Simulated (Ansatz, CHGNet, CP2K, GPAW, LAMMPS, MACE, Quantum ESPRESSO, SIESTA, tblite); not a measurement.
# CP2K runs on amorphous 43Bi2O3-57BaO (mol %) (99 atoms)

Wanted: CP2K inputs and outputs for amorphous 43Bi2O3-57BaO (mol %) (99 atoms), checked against a plane-wave reference.

Calculated with CP2K 2026.2; the method is named at each step.

## (1) The starting structure

The cell holds 99 atoms: 26 Bi, 17 Ba and 56 O. Its edges and angles: a = 11.971 Å, b = 11.971 Å, c = 11.971 Å, α = 90.0°, β = 90.0°, γ = 90.0°. 99 atoms (26 Gd, 17 Ba, 56 O) placed at random at 7.52 g/cm³, melted at 5000 K for 10 ps at fixed volume with the Morse and Coulomb pair potential with partial charges (Pedone, Malavasi, Menziani, Cormack and Segre, J. Phys. Chem. B 110, 11780 (2006)). Quenched from 5000 K to 300 K at 50 K/ps and fixed volume, held 5 ps, then minimised at fixed cell. Then Gd was replaced by Bi and the cell scaled by 1.02 (the potential has no terms for the new elements, so the cell is a start for a DFT relaxation).

The yardstick, on the same geometry:

```
method                                           : Kohn-Sham DFT, PBE, SSSP efficiency 1.3.0 pseudopotentials, plane waves (Quantum ESPRESSO 7.5); sssp-pbe-1.3.0-efficiency, cutoffs 60/480 Ry, Γ point
r.m.s. force component                           : 0.5578 eV/Å
longest force                                    : 2.667 eV/Å
pressure                                         : 7.43 GPa
gap (highest filled to lowest empty level) : 1.232 eV
time                                             : 48 min on 1 thread of Arm Neoverse V1, shared host
CPU time                                         : 48 min
```

## (2) PBE, DZVP-MOLOPT-SR, 600/50 Ry, OT DIIS

Method: Kohn-Sham DFT, PBE, GTH-PBE pseudopotentials, Gaussian and plane waves, DZVP-MOLOPT-SR-GTH, orbital transformation.

Input file input.inp:

```
&GLOBAL
  PROJECT cell
  RUN_TYPE ENERGY_FORCE
  PRINT_LEVEL LOW
&END GLOBAL
&FORCE_EVAL
  METHOD QS
  STRESS_TENSOR ANALYTICAL
  &DFT
    BASIS_SET_FILE_NAME BASIS_MOLOPT
    POTENTIAL_FILE_NAME GTH_POTENTIALS
    &MGRID
      CUTOFF 600
      REL_CUTOFF 50
      NGRIDS 5
    &END MGRID
    &QS
      EPS_DEFAULT 1.0E-12
    &END QS
    &SCF
      SCF_GUESS ATOMIC
      EPS_SCF 1.0E-06
      MAX_SCF 30
      &OT
        MINIMIZER DIIS
        PRECONDITIONER FULL_ALL
        ENERGY_GAP 0.001
      &END OT
      &OUTER_SCF
        EPS_SCF 1.0E-06
        MAX_SCF 8
      &END OUTER_SCF
      &PRINT
        &RESTART OFF
        &END RESTART
      &END PRINT
    &END SCF
    &XC
      &XC_FUNCTIONAL PBE
      &END XC_FUNCTIONAL
    &END XC
    &PRINT
      &MULLIKEN ON
      &END MULLIKEN
      &HIRSHFELD ON
        SHAPE_FUNCTION DENSITY
      &END HIRSHFELD
      &MO_CUBES
        NHOMO 1
        NLUMO 4
        WRITE_CUBE F
      &END MO_CUBES
    &END PRINT
  &END DFT
  &SUBSYS
    &CELL
      A 11.97103 0.00000 0.00000
      B 0.00000 11.97103 0.00000
      C 0.00000 0.00000 11.97103
    &END CELL
    &COORD
      SCALED
      Bi 0.24794 0.26875 0.69696
      Bi 0.87622 0.99619 0.33400
      Bi 0.10444 0.03750 0.78540
      Bi 0.09436 0.24244 0.37878
      Bi 0.83914 0.91018 0.70848
      Bi 0.09163 0.94826 0.50855
      Bi 0.81763 0.22633 0.18178
      Bi 0.62521 0.24066 0.39900
      Bi 0.65763 0.74446 0.90407
      Bi 0.59531 0.73503 0.64383
      Bi 0.38561 0.10934 0.26082
      Bi 0.14180 0.70342 0.31612
      Bi 0.17959 0.20996 0.04614
      Bi 0.91333 0.21956 0.61763
      Bi 0.86818 0.44910 0.38641
      Bi 0.62312 0.56092 0.41301
      Bi 0.46459 0.95640 0.78671
      Bi 0.44308 0.23291 0.98293
      Bi 0.90854 0.98683 0.02509
      Bi 0.61176 0.01461 0.09971
      Bi 0.35122 0.07219 0.54558
      Bi 0.83943 0.54663 0.70639
      Bi 0.58256 0.42210 0.15714
      Bi 0.36899 0.46061 0.49766
      Bi 0.71098 0.45769 0.91206
      Bi 0.11655 0.49539 0.53527
      Ba 0.15163 0.97364 0.19723
      Ba 0.03083 0.72788 0.85680
      Ba 0.27593 0.74044 0.68676
      Ba 0.92547 0.49555 0.12890
      Ba 0.12252 0.47254 0.85762
      Ba 0.29723 0.86716 0.00550
      Ba 0.59244 0.36832 0.65820
      Ba 0.90569 0.73416 0.13134
      Ba 0.62679 0.98354 0.47939
      Ba 0.22759 0.45033 0.20099
      Ba 0.39640 0.65084 0.08126
      Ba 0.91910 0.26163 0.91715
      Ba 0.62486 0.76047 0.22361
      Ba 0.67985 0.15176 0.79400
      Ba 0.39717 0.78451 0.40486
      Ba 0.42388 0.52040 0.84206
      Ba 0.88681 0.72015 0.48005
      O 0.02253 0.58229 0.67162
      O 0.71354 0.37342 0.29896
      O 0.78271 0.91237 0.17348
      O 0.27456 0.46635 0.67022
      O 0.98074 0.35937 0.51180
      O 0.27932 0.27362 0.88877
      O 0.75793 0.36276 0.06220
      O 0.72501 0.20494 0.56106
      O 0.63138 0.75074 0.45432
      O 0.10113 0.62562 0.14624
      O 0.03410 0.88668 0.69082
      O 0.52157 0.06844 0.92807
      O 0.18253 0.09424 0.62292
[... 39 atom lines left out ...]
      O 0.96032 0.09169 0.18520
      O 0.23158 0.32438 0.49012
      O 0.17386 0.77981 0.49280
      O 0.76328 0.51542 0.53227
    &END COORD
    &KIND Bi
      BASIS_SET DZVP-MOLOPT-SR-GTH-q5
      POTENTIAL GTH-PBE-q5
    &END KIND
    &KIND Ba
      BASIS_SET DZVP-MOLOPT-SR-GTH-q10
      POTENTIAL GTH-PBE-q10
    &END KIND
    &KIND O
      BASIS_SET DZVP-MOLOPT-SR-GTH-q6
      POTENTIAL GTH-PBE-q6
    &END KIND
  &END SUBSYS
  &PRINT
    &FORCES ON
    &END FORCES
    &STRESS_TENSOR ON
    &END STRESS_TENSOR
  &END PRINT
&END FORCE_EVAL
```

Launch:

```bash
> OMP_NUM_THREADS=2 cp2k.psmp -i input.inp > output.txt
```

Numbers of over 12 decimals in the logs are rounded to 6 here.

The program printed:

```text
CP2K| version string:                                       CP2K version 2026.2
 CP2K| Input file name                                                 input.inp
 GLOBAL| Basis set file name                                        BASIS_MOLOPT
 GLOBAL| Potential file name                                      GTH_POTENTIALS
 GLOBAL| Run type                                                   ENERGY_FORCE
 GLOBAL| Total number of message passing processes                             1
 GLOBAL| Number of threads for this process                                    2
 TOTAL NUMBERS AND MAXIMUM NUMBERS
  Total number of            - Atomic kinds:                                   3
                             - Atoms:                                         99
                             - Shell sets:                                    99
                             - Shells:                                       512
                             - Primitive Cartesian functions:                512
                             - Cartesian basis functions:                   1403
                             - Spherical basis functions:                   1304
  Maximum angular momentum of- Orbital basis functions:                        2
                             - Local part of the GTH pseudopotential:          2
                             - Non-local part of the GTH pseudopotential:      4
 SCF PARAMETERS         Density guess:                                    ATOMIC
                        max_scf:                                              30
                        eps_scf:                                        1.00E-06
                        Outer loop SCF in use
                        eps_scf                                         1.00E-06
                        max_scf                                                8
 Extrapolation method: initial_guess
 Number of electrons:                                                        636
[... lines left out ...]
  Step     Update method      Time    Convergence         Total energy    Change
[... lines left out ...]
  Total energy:                                             -1475.524990
[... lines left out ...]
  Preconditioner : FULL_ALL            : diagonalization, state selective
  Precond_solver : DEFAULT
  stepsize       :    0.15000000                  energy_gap     :    0.00100000
  eps_taylor     :   0.10000E-15                  max_taylor     :             4
  ----------------------------------- OT ---------------------------------------
  Step     Update method      Time    Convergence         Total energy    Change
[...]
10 OT DIIS     0.15E+00   13.2     0.00000108     -1475.5443470601 -6.09E-08
    11 OT DIIS     0.15E+00   13.1     0.00000054     -1475.5443470699 -9.71E-09
  *** SCF run converged in    11 steps ***
  Electronic density on regular grids:       -635.9999999999        0.0000000001
  Core density on regular grids:              635.9999999991       -0.0000000009
  Total charge density on r-space grids:       -0.0000000008
  Total charge density g-space grids:          -0.0000000008
  Overlap energy of the core charge distribution:               3.48105e-08
  Self energy of the core charge distribution:              -3516.620842
  Core Hamiltonian energy:                                    898.166530
  Hartree energy:                                            1441.083282
  Exchange-correlation energy:                               -298.173317
  Total energy:                                             -1475.544347
  outer SCF iter =    2 RMS gradient =   0.54E-06 energy =      -1475.5443470699
  outer SCF loop converged in   2 iterations or   41 steps
 !-----------------------------------------------------------------------------!
                     Mulliken Population Analysis
 #  Atom  Element  Kind  Atomic population                           Net charge
       1     Bi       1          3.954241                              1.045759
       2     Bi       1          3.859813                              1.140187
       3     Bi       1          3.858360                              1.141640
[...]
98     O        3          6.842455                             -0.842455
      99     O        3          6.815175                             -0.815175
 # Total charge                            636.000000                  0.000000
 !-----------------------------------------------------------------------------!
 !-----------------------------------------------------------------------------!
                           Hirshfeld Charges
  #Atom  Element  Kind  Ref Charge     Population                    Net charge
      1       Bi     1       5.000          4.434                         0.566
      2       Bi     1       5.000          4.415                         0.585
      3       Bi     1       5.000          4.376                         0.624
[...]
98       O      3       6.000          6.408                        -0.408
     99       O      3       6.000          6.364                        -0.364
  Total Charge                                                           -0.000
 !-----------------------------------------------------------------------------!
  Eigenvalues of the occupied subspace spin            1
      -0.78864897     -0.77529784     -0.77115138     -0.76472696
      -0.76284080     -0.76052117     -0.75735956     -0.75490210
      -0.75462417     -0.75291264     -0.74909322     -0.74865585
[...]
0.24393454      0.25081271      0.25224655      0.25282905
       0.25585746      0.26469211
 Fermi Energy [eV] :    7.202639
  Using OT eigensolver for additional unoccupied orbitals spin            1
  Lowest Eigenvalues of the unoccupied subspace spin            1
 WARNING : did not converge in ot_eigensolver
 number of iterations          299  exceeded maximum
 current gradient / target gradient   1.3823849276075175E-005  /    1.0000000000000001E-005
       0.30541385      0.31126063      0.31483977      0.31843274
 HOMO - LUMO gap [eV] :    1.108095
 ENERGY| Total FORCE_EVAL ( QS ) energy [hartree]          -1475.544347
 FORCES| Atomic forces [hartree/bohr]
 FORCES|   Atom     x               y               z               |f|
 FORCES|      1  2.90184010E-03 -2.64910591E-04 -4.24178001E-03   5.14621718E-03
 FORCES|      2  5.01781573E-03  2.74031606E-03 -3.73042942E-03   6.82670569E-03
 FORCES|      3  6.10625327E-03 -2.00071865E-03 -1.14285130E-02   1.31110684E-02
[...]
FORCES|     98  1.75990370E-02 -5.95327701E-03  1.75711240E-02   2.55717033E-02
 FORCES|     99 -1.32478816E-03  3.83589551E-03  2.04649796E-02   2.08634740E-02
 FORCES| Sum    -4.78064354E-03  1.43528895E-03  1.25255200E-03
 FORCES| Total atomic force                                       5.14621157E-03
 STRESS| Analytical stress tensor [bar]
 STRESS|                        x                   y                   z
 STRESS|      x        1.02074924040E+05  -6.01226387366E+03  -1.08970685943E+04
 STRESS|      y       -6.01226387366E+03   1.17231573706E+05  -1.93679306141E+03
 STRESS|      z       -1.08970685943E+04  -1.93679306141E+03   1.05640962787E+05
 STRESS| 1/3 Trace                                             1.08315820177E+05
```

Run time: 9.9 min. Hardware: 2 threads of Arm Neoverse V1, shared host; peak memory 2.6 GiB; 19 min of CPU time.

Banners, paths, timers and routine set-up lines are dropped from the logs unmarked, and long logs keep their key lines alone; longer cuts are marked.

The solver for the empty levels stopped short of its threshold, so the gap is rough; its iterations count in the time.

Numbers from this run, and their distance from the reference:

```
r.m.s. force component                           : 0.624 eV/Å
r.m.s. difference of force components            : 104.3 meV/Å
longest difference of force vectors              : 354.5 meV/Å
force difference over r.m.s. force               : 18.7 %
slope of forces against the reference's          : 1.108
correlation of force components                  : 0.9907
gap (highest filled to lowest empty level) : 1.108 eV
gap difference                                   : -0.1243 eV
pressure                                         : 10.83 GPa
pressure difference                              : 3.402 GPa
```

Length of the force difference by element (eV/Å):

| element | atoms | mean | most |
| --- | --- | --- | --- |
| Ba | 17 | 0.15 | 0.31 |
| Bi | 26 | 0.14 | 0.33 |
| O | 56 | 0.18 | 0.35 |

A closer look about O88, which has 6 bonded neighbours where the commonest count for O is 5: 10 atoms, nearest first, numbered in the order of the input, with positions taken from that point.

| atom | x | y | z | distance (Å) | bonds | Hirshfeld charge (e) | Fx | Fy | Fz (eV/Å) |
| --- | --- | --- | --- | --- | --- | --- | --- | --- | --- |
| O88 | 0.00 | 0.00 | 0.00 | 0.00 | 6 | -0.47 | 0.20 | -0.01 | -0.12 |
| Ba42 | 2.07 | -1.61 | -0.68 | 2.71 | 6 | 0.38 | 0.20 | -0.34 | -0.59 |
| Ba31 | -1.53 | -2.19 | -0.50 | 2.72 | 7 | 0.39 | 0.11 | -0.74 | -0.03 |
| Ba29 | 0.30 | 1.02 | -2.54 | 2.75 | 7 | 0.39 | 0.02 | 0.32 | -0.32 |
| Ba37 | 1.74 | -0.05 | 2.18 | 2.79 | 6 | 0.39 | 0.63 | -1.34 | 1.10 |
| Ba28 | -2.63 | 0.87 | -0.51 | 2.82 | 6 | 0.38 | -0.89 | 1.02 | 0.25 |
| Ba32 | 0.56 | 2.54 | 1.27 | 2.89 | 6 | 0.40 | -0.33 | 1.74 | -1.47 |
| O66 | 2.84 | 1.26 | -1.15 | 3.31 | 5 | -0.34 | -1.14 | -0.13 | 0.74 |
| O53 | -1.79 | -0.35 | 2.96 | 3.48 | 4 | -0.42 | -0.38 | -0.60 | -0.47 |
| O47 | 0.29 | -2.26 | -2.74 | 3.56 | 6 | -0.38 | 0.32 | 0.80 | 1.77 |

Forces lie 19 % from the reference's, at 0.39 times its CPU time (on 2 against 1 cores).

## (3) Outcome

- force difference from the reference: CP2K PBE, DZVP-MOLOPT-SR, 600/50 Ry, OT DIIS, 19 %
- its CPU time: 19 min

In words: The PBE run in local orbitals differs by 19 % (CP2K PBE, DZVP-MOLOPT-SR, 600/50 Ry, OT DIIS); basis, grid and potentials can all enter. One electronic-structure run takes under half the reference's CPU time: CP2K PBE, DZVP-MOLOPT-SR, 600/50 Ry, OT DIIS, at 19 % in 19 min against 48 min; its pressure misses by +3.4 GPa. CP2K PBE, DZVP-MOLOPT-SR, 600/50 Ry, OT DIIS stiffens the forces by a factor of 1.11 while following their directions (correlation 0.991). At the same functional, the gap of CP2K PBE, DZVP-MOLOPT-SR, 600/50 Ry, OT DIIS lies 0.12 eV below the reference's 1.23 eV. In pressure, CP2K PBE, DZVP-MOLOPT-SR, 600/50 Ry, OT DIIS misses by +3.4 GPa, at the same functional. The potentials hold different valence shells: 896 electrons in the reference, 636 in CP2K with DZVP-MOLOPT-SR; this bears on time and differences. The reference's pressure holds the uncorrected Pulay stress of its 60 Ry basis, so small pressure differences, and their order, may be the reference's own error. The quench rate of 50 K/ps is many orders above laboratory rates, so the cell is likely richer in defects and strain than a real sample. The network of bonds at the start is that of the classical potential that made the cell, and needn't be the one that DFT or experiment would give. The reference's pressure of 7.4 GPa belongs to a cell and atoms that aren't relaxed at this level. The electronic-structure runs sample only Γ, in a cell whose shortest periodic width is 12 Å. Spin–orbit coupling is left out, which matters for the levels of the heavy elements.

[Also dropped from logs without a mark: logging warnings of Python, and SIESTA's first energy breakdown and zero terms.]

[Logs are printed without paths, hosts, clocks, repeated set-up lines and the standing remarks that a program may print on its own settings, such as how far it seeks lower states.]

[Hosts, paths, dates, database ids (printed as entryN), source tags and the programs' standing remarks are cut or masked in the printed files.]
